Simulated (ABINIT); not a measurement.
## AlGaN2 (P3m1): G0W0 in ABINIT against the exchange cutoff

Aim: move the exchange cutoff of a G0W0 run on AlGaN2 (P3m1) over a wide range.

Program: ABINIT 10.8.3. Level of theory: LDA and many-body steps on it, plane waves. Results are calculated unless marked as measured.

Most raw output is cut from this account.

## (1) The starting structure

It takes space group P3m1 (No. 156, trigonal). Conventional cell: a = 3.145 Å, b = 3.145 Å, c = 5.097 Å, α = 90.00°, β = 90.00°, γ = 120.00°. Al has 4 N at 1.89 to 1.90 Å nearest. Ga has 4 N at 1.93 to 1.96 Å nearest. Nearest to N lie 3 Al at 1.90 Å and 1 Ga at 1.96 Å. N has 1 Al at 1.89 Å and 3 Ga at 1.93 Å nearest. Farther neighbours and most contacts between anions are not listed.

The cell and positions are those that the Materials Project relaxed with its own functionals (PBE, PBE+U or r2SCAN), kept fixed.

## (2) Screening, 3×3×2 mesh, 30 bands, screening to 106.1 eV

This step: ABINIT 10.8.3; RPA screening on LDA, plane waves, norm-conserving pseudopotentials.

The RPA dielectric matrix is built and inverted for each q.

run.abi reads:

```
acell 3*1.0 Angstrom
rprim 
  3.145282644058 -0.000000000015 0.000000000000
  -1.572641322016 2.723894671844 0.000000000000
  0.000000000000 0.000000000000 5.096893730000
ntypat 3
znucl 13 31 7
natom 4
typat 1 2 3 3
xred 
  0.000000000000 0.000000000000 0.999263770000
  0.666666666667 0.333333333333 0.497174210000
  0.666666666667 0.333333333333 0.111803640000
  0.000000000000 0.000000000000 0.628158390000
pp_dirpath "pseudos"
pseudos "Al.upf, Ga.upf, N.upf"
ecut 36
ngkpt 3 3 2
nshiftk 1
shiftk 0 0 0
kptopt 1
chksymbreak 0
istwfk *1
occopt 1
irdwfk 1
optdriver 3
nband 30
ecuteps 3.9
inclvkb 2
awtr 1
symchi 1
indata_prefix "in"
outdata_prefix "out"
tmpdata_prefix "tmp"
```

Launch:

```console
> OMP_NUM_THREADS=1 mpirun -n 4 abinit run.abi > log
```

Wall time 4 s (4 MPI ranks of Arm Neoverse V2, shared host); peak memory 0.42 GiB; 16 s of CPU time.

This step gave:

| Property | Result |
| --- | --- |
| ε∞ with local fields, on this mesh, along the program's q direction | 6.429 |
| the same without local fields | 6.917 |
| plasma frequency | 28.65 eV |
| plane waves in the screening matrix | 111 |

Local fields lower ε∞ by 7 %. On a Γ-centred mesh this coarse the value itself is usually too large, while a short band sum pulls it down.

## (3) 3.6 Ha

This step: G0W0 on LDA, plane waves, norm-conserving pseudopotentials.

run.abi, as its differences from that of step 2:

```diff
@@ -25,8 +25,15 @@
 irdwfk 1
-optdriver 3
+optdriver 4
 nband 30
+gwcalctyp 0
+ecutsigx 3.6
+symsigma 1
+nkptgw 1
+kptgw 
+  0.0000000000 0.0000000000 0.0000000000
+bdgw 
+  12 15
 ecuteps 3.9
-inclvkb 2
-awtr 1
-symchi 1
+irdscr 1
+ppmodel 1
 indata_prefix "in"
```

Elapsed: 2.7 s, on 4 MPI ranks; peak memory 0.1 GiB.

Numbers from this step:

```
G0W0 gap on the points computed              : 3.432 eV
starting gap on the mesh                     : 2.921 eV
k of the valence top                         : 0, 0, 0
k of the conduction bottom                   : 0, 0, 0
Z at the valence top                         : 0.796
Z at the conduction bottom                   : 0.82
least direct G0W0 gap on the computed points : 3.432 eV
```

## (4) 7.2 Ha

run.abi, as its differences from that of step 3:

```diff
@@ -28,3 +28,3 @@
 gwcalctyp 0
-ecutsigx 3.6
+ecutsigx 7.2
 symsigma 1
```

The job ended after 2.7 s (4 MPI ranks; peak memory 0.1 GiB; 11 s of CPU time).

This step gave:

| Quantity | Value |
| --- | --- |
| G0W0 gap on the points computed | 3.541 eV |
| starting gap on the mesh | 2.921 eV |
| k of the valence top | 0, 0, 0 |
| k of the conduction bottom | 0, 0, 0 |
| Z at the valence top | 0.795 |
| Z at the conduction bottom | 0.819 |
| least direct G0W0 gap on the computed points | 3.541 eV |

## (5) 14.4 Ha

The self-energy is evaluated for the states that the input lists, and the levels follow from it, in one-shot runs by the linearised quasiparticle equation.

run.abi, as its differences from that of step 4:

```diff
@@ -28,3 +28,3 @@
 gwcalctyp 0
-ecutsigx 7.2
+ecutsigx 14.4
 symsigma 1
```

Wall time 2.8 s (4 MPI ranks); peak memory 0.1 GiB.

This step gave:

- G0W0 gap on the points computed: 3.722 eV
- starting gap on the mesh: 2.921 eV
- k of the valence top: 0, 0, 0
- k of the conduction bottom: 0, 0, 0
- least direct G0W0 gap on the computed points: 3.722 eV

The gap on the mesh goes from 2.92 eV to 3.72 eV, a correction of +0.80 eV.

## (6) 25.2 Ha

run.abi, as its differences from that of step 5:

```diff
@@ -28,3 +28,3 @@
 gwcalctyp 0
-ecutsigx 14.4
+ecutsigx 25.2
 symsigma 1
```

It took 2.7 s on 4 MPI ranks; peak memory 0.1 GiB; 11 s of CPU time.

This step gave:

```yaml
g0w0_gap_on_the_points_computed: 3.823 eV
starting_gap_on_the_mesh: 2.921 eV
k_of_the_valence_top: 0, 0, 0
k_of_the_conduction_bottom: 0, 0, 0
least_direct_g0w0_gap_on_the_computed_points: 3.823 eV
```

Against the run before, the gap moves by +0.101 eV.

## (7) 36 Ha

run.abi, as its differences from that of step 6:

```diff
@@ -28,3 +28,3 @@
 gwcalctyp 0
-ecutsigx 25.2
+ecutsigx 36
 symsigma 1
```

Run time: 2.8 s. Hardware: 4 MPI ranks; peak memory 0.1 GiB; 11 s of CPU time.

Numbers from this step:

```
G0W0 gap on the points computed              : 3.849 eV
starting gap on the mesh                     : 2.921 eV
k of the valence top                         : 0, 0, 0
k of the conduction bottom                   : 0, 0, 0
least direct G0W0 gap on the computed points : 3.849 eV
```

Against the run before, the gap moves by +0.026 eV.

## (8) Side by side

Times are wall times on 4 MPI ranks of Arm Neoverse V2, shared host, good to a factor of about two. A run's time includes the screening step that it read.

| run | mesh | bands | screening cutoff (eV) | DFT gap (eV) | gap on the mesh (eV) | direct (eV) | ε∞ used | time |
| --- | --- | --- | --- | --- | --- | --- | --- | --- |
| 3.6 Ha | 3×3×2 | 30 | 106.1 | 2.921 | 3.432 | 3.432 | 6.43 | 6.7 s |
| 7.2 Ha | 3×3×2 | 30 | 106.1 | 2.921 | 3.541 | 3.541 | 6.43 | 6.7 s |
| 14.4 Ha | 3×3×2 | 30 | 106.1 | 2.921 | 3.722 | 3.722 | 6.43 | 6.7 s |
| 25.2 Ha | 3×3×2 | 30 | 106.1 | 2.921 | 3.823 | 3.823 | 6.43 | 6.7 s |
| 36 Ha | 3×3×2 | 30 | 106.1 | 2.921 | 3.849 | 3.849 | 6.43 | 6.8 s |

## (9) What came out

| Quantity | Value |
| --- | --- |
| 3.6 Ha | 3.432 eV |
| 7.2 Ha | 3.541 eV |
| 14.4 Ha | 3.722 eV |
| 25.2 Ha | 3.823 eV |
| 36 Ha | 3.849 eV |
| known limits | not at the basis limit; exchange with frozen shells missing; no spin-orbit coupling; coarse k mesh |

The setting moved: exchange cutoff. From 3.6 Ha to 36 Ha the gap moves by +0.42 eV. The last step still moves it by +0.026 eV. Bands and screening cutoff are coupled, so a series along one setting does not show full convergence. Below the screening cutoff the correlation part is cut too. Bands and cutoff are finite, so the gap is not at the basis limit. The miss can reach some tenths of an eV and take either sign; the mesh is an error of its own. In the G0W0 runs levels were corrected at 1 k point alone, so a gap called «on the mesh» is the least over those, and an edge elsewhere would be missed. The 3×3×2 mesh is coarse for this cell, which bears on the long-range parts of exchange and screening. The norm-conserving file of at least one element keeps a d shell over frozen s and p shells of the same row. Exchange with those shells is missing from the self-energy, an error of 0.3 to 0.9 eV in cases checked, whose sign depends on which edge lies on those atoms. The many-body steps are scalar-relativistic: spin-orbit coupling is not in them.

[Paths, hosts, dates, memory and timing lines, banners, echoed tables and standing remarks are left out of the program output.]

[Logs are printed without paths, hosts, clocks, repeated set-up lines and the standing remarks that a program may print on its own settings, such as how far it seeks lower states.]

[Runs of the session that timed out or met a known fault of the program may be left out.]

[Hosts, paths, dates, database ids (printed as entryN), source tags and the programs' standing remarks are cut or masked in the printed files.]

[G0W0 gaps are taken among the corrected bands and points alone; a level outside them can change the order at an edge.]

[Where Ansatz stands beside ABINIT at settings called matched, ABINIT's density can come from a denser mesh and the files from another edition; pairs whose starting gaps differed by over 0.03 eV were left out, so agreement reads better than it is.]
